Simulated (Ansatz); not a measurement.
# Pt wire along [110], 19 atoms a period: bands along the axis, part 2 of 2

Aim: is the Pt wire along [110], 19 atoms a period a metal or a semiconductor?

Ansatz 0.2.0; DFT PBE, plane waves, PAW; relaxation of a wire's period; PAW set soft_1 (the session's first sound run).

So far: The structure; The relaxed wire.

## (2) The relaxed wire (continued)

Step by step:

```csv
step,energy less that of the first step (eV),largest force component (eV/Å),pressure (GPa),volume (Å³)
1,0.0000,1.0798,-4.22,746.01
2,-0.8576,0.5639,3.06,709.55
3,-1.1378,0.2219,-0.38,718.30
4,-1.1578,0.0717,-0.09,716.32
5,-1.1573,0.1402,0.08,716.20
6,-1.1636,0.0459,-0.03,716.30
7,-1.1653,0.0191,-0.02,716.21
8*,-1.1580,0.0192,-0.01,716.21
```

Relaxation steps marked * repeat the geometry before them on a plane-wave basis chosen anew for their cell, so energy and pressure can jump there. Relaxation step 5 was tried and not accepted.

Forces are held to the 8 operations that the run works with; a distortion that breaks them can't arise in this run.

```csv
cell as run,before,after,change
c (Å),2.807,2.695,-4.0 %
```

The atoms that moved most (Å, along periodic axes as changes of fractional coordinates times the final cell, across vacuum about the mean position):

```csv
atom,dx,dy,dz,length
Pt18,0.000,0.275,0.000,0.275
Pt5,0.000,-0.275,0.000,0.275
Pt11,-0.126,0.033,0.000,0.130
Pt15,0.126,0.033,0.000,0.130
Pt8,-0.126,-0.033,0.000,0.130
Pt12,0.126,-0.033,0.000,0.130
Pt3,0.000,-0.093,0.000,0.093
Pt17,0.000,0.093,0.000,0.093
```

This step gave:

| Property | Result |
| --- | --- |
| energy at zero smearing | -237958.2071 eV |
| cell length along the wire | 2.695 Å |

The cell's length comes to 2.695 Å with spin left out.

## (3) Bands of the perfect wire

This step: DFT PBE, plane waves, PAW; bands of a perfect wire; PAW set soft_1 (Ansatz 0.2.0).

At the relaxed period the bands are computed along the axis; those that cross an energy going forward count the channels that a perfect wire would open there.

The input, input.yaml:

```yaml
crystal:
  lattice:
    - [14.74, 0.0, 0.0]
    - [0.0, 18.029, 0.0]
    - [0.0, 0.0, 2.6950714131]
  atoms:
    - { symbol: Pt, position: [0.232118775, 0.652509696, 0.0] }
    - { symbol: Pt, position: [0.224696228, 0.5, 0.0] }
    - { symbol: Pt, position: [0.5, 0.650519726, 0.0] }
    - { symbol: Pt, position: [0.5, 0.5, 0.0] }
    - { symbol: Pt, position: [0.5, 0.796143101, 0.0] }
    - { symbol: Pt, position: [0.767881225, 0.652509696, 0.0] }
    - { symbol: Pt, position: [0.775303772, 0.5, 0.0] }
    - { symbol: Pt, position: [0.356803189, 0.264589947, 0.5] }
    - { symbol: Pt, position: [0.362293881, 0.423934053, 0.5] }
    - { symbol: Pt, position: [0.362293881, 0.576065947, 0.5] }
    - { symbol: Pt, position: [0.356803189, 0.735410053, 0.5] }
    - { symbol: Pt, position: [0.643196811, 0.264589947, 0.5] }
    - { symbol: Pt, position: [0.637706119, 0.423934053, 0.5] }
    - { symbol: Pt, position: [0.637706119, 0.576065947, 0.5] }
    - { symbol: Pt, position: [0.643196811, 0.735410053, 0.5] }
    - { symbol: Pt, position: [0.232118775, 0.347490304, 0.0] }
    - { symbol: Pt, position: [0.5, 0.349480274, 0.0] }
    - { symbol: Pt, position: [0.5, 0.203856899, 0.0] }
    - { symbol: Pt, position: [0.767881225, 0.347490304, 0.0] }
kpoints:
  mp_grid: { grid: [1, 1, 30] }
  band_path: { path: ["Γ", Z], npoints: 90 }
scf:
  occupations: { method: fermi_dirac, width: 0.05 }
hamiltonian:
  xc: pbe
  pseudopotentials: { kind: paw, azcp: { folder: soft_1 } }
output:
  dos: { e_range: [-5, 4] }
  write_potential: true
  write_density: true
  volumetric_format: npy
```

The run is started by

```sh
$ ansatz run input.yaml --threads 4 --pin off --max-ram 16384MiB --backend cpu --events-out ev --progress --plain --runs-dir out
```

Numbers of over 12 decimals in the logs are rounded to 6 here.

Log:

```text
[...]
Crystal: 19 atoms, lattice volume = 716.208 Å³
Basis set: ecut = 420 eV, 14049 PW (Γ)
Bands: 206, of which v1, the nominal top of the filled ones, is band 171 counted from 1 (170 counted from 0)
Symmetry: 8 space group operations
[...]
k-points: 16 of 30
[...]
SCF iter   1: F=—  HF=-237964.607107 eV  |F-HF|=—  |Δ(HF+E_count)|=         —  Δρ=5.68e-2  dr2=3.15e1  ethr=3.10e-3  ⟨swp⟩=6.9  Hψ=12448  notcnv=0  defer=185
[...]
SCF iter  13: F=-237958.341782 eV  HF=-237958.341782 eV  |F-HF|=8.02e-8  |Δ(HF+E_count)|=   3.81e-9  Δρ=2.14e-6  dr2=9.94e-8  ethr=2.92e-11  ⟨swp⟩=14.3  Hψ=12402  notcnv=0
SCF 1 converged in 13 iterations: F = -237958.341782 eV  dr2 = 9.94e-8
[...]
NSCF: frozen V_eff on 91 k-points
WARN: The output density's exchange-correlation potential varies sharply where the density is thin. Do not read a vacuum level from v_tot or v_xc, or from such a field of the output density. On a cell that repeats whose density bears no net charge and no dipole along the vacuum's axis use v_es (v_loc + v_h of the components); under efield.dipole_correction with no amplitude use v_es + v_field, which holds any externa [...]
SCF converged after 13 iterations
Free energy (F): -237958.341782 eV
[...]
Internal energy: -237958.058691 eV  (E = F + TS)
E sigma→0 (E₀):  -237958.200237 eV
Entropy (-TS):   -0.283091 eV (-14.900 meV/atom)
Fermi energy:    5.978296 eV
[...]
--- Band table (eV; the first three rows and the last of 16) ---
  k-point 0: bands = [... 167 lower, 5.6214, 5.6769, 5.8115, 5.8752, 5.9092, 5.9394, 5.9837, 6.0089, ... 31 higher]
  k-point 1: bands = [... 167 lower, 5.6182, 5.6618, 5.8354, 5.8591, 5.8963, 5.9609, 5.9828, 5.9877, ... 31 higher]
  k-point 2: bands = [... 167 lower, 5.5861, 5.7663, 5.7895, 5.8137, 5.8593, 5.8971, 5.9026, 5.9288, ... 31 higher]
  k-point 15: bands = [... 167 lower, 6.5103, 6.6664, 6.7271, 6.7695, 7.2618, 7.9190, 8.3992, 8.5115, ... 31 higher]
```

The job ended after 5.9 min (4 threads of Arm Neoverse V1, shared host; peak memory 6.7 GiB; 23 min of CPU time).

Reading the cycles: dr2 is the Hartree energy of the density residual (eV), the measure of convergence; HF is the Harris–Foulkes estimate of the energy, which meets the free energy F at convergence.

Numbers from this step:

| Item | Value |
| --- | --- |
| energy at zero smearing | -237958.2002 eV |
| band gap | 0 eV |

The electronic bands at the labelled points (eV, zero at the Fermi level; # counts the bands kept):

```csv
point,#57,#58,#59,#60,#61,#62,#63,#64
Γ,-0.17,-0.10,-0.07,-0.04,0.01,0.03,0.06,0.12
halfway,-0.18,-0.14,-0.12,-0.06,-0.05,0.11,0.14,0.15
Z,0.75,0.79,1.28,1.94,2.42,2.53,2.54,2.74
```

Between Γ and Z the bands cross the Fermi level 23 times, so a perfect wire would conduct at least 23 G₀, with spin left out.

## (4) Outcome

```yaml
cell_length_pbe: 2.695 Å
ballistic_conductance_by_band_crossings_a_lower_bound_pbe: 23 G₀
```

Under PBE the cell's length is 2.70 Å, and the bands cross the Fermi level 23 times between Γ and Z, which gives a perfect wire at least 23 G₀ (opposite crossings within one step of the path cancel in such a count). No spin was allowed, though thin wires with open d shells can turn magnetic. Spin-orbit coupling is left out, which matters for the bands of heavy atoms.

[Logs are printed without paths, hosts, clocks, repeated set-up lines and the standing remarks that a program may print on its own settings, such as how far it seeks lower states.]

[Hosts, paths, dates, database ids (printed as entryN), source tags and the programs' standing remarks are cut or masked in the printed files.]
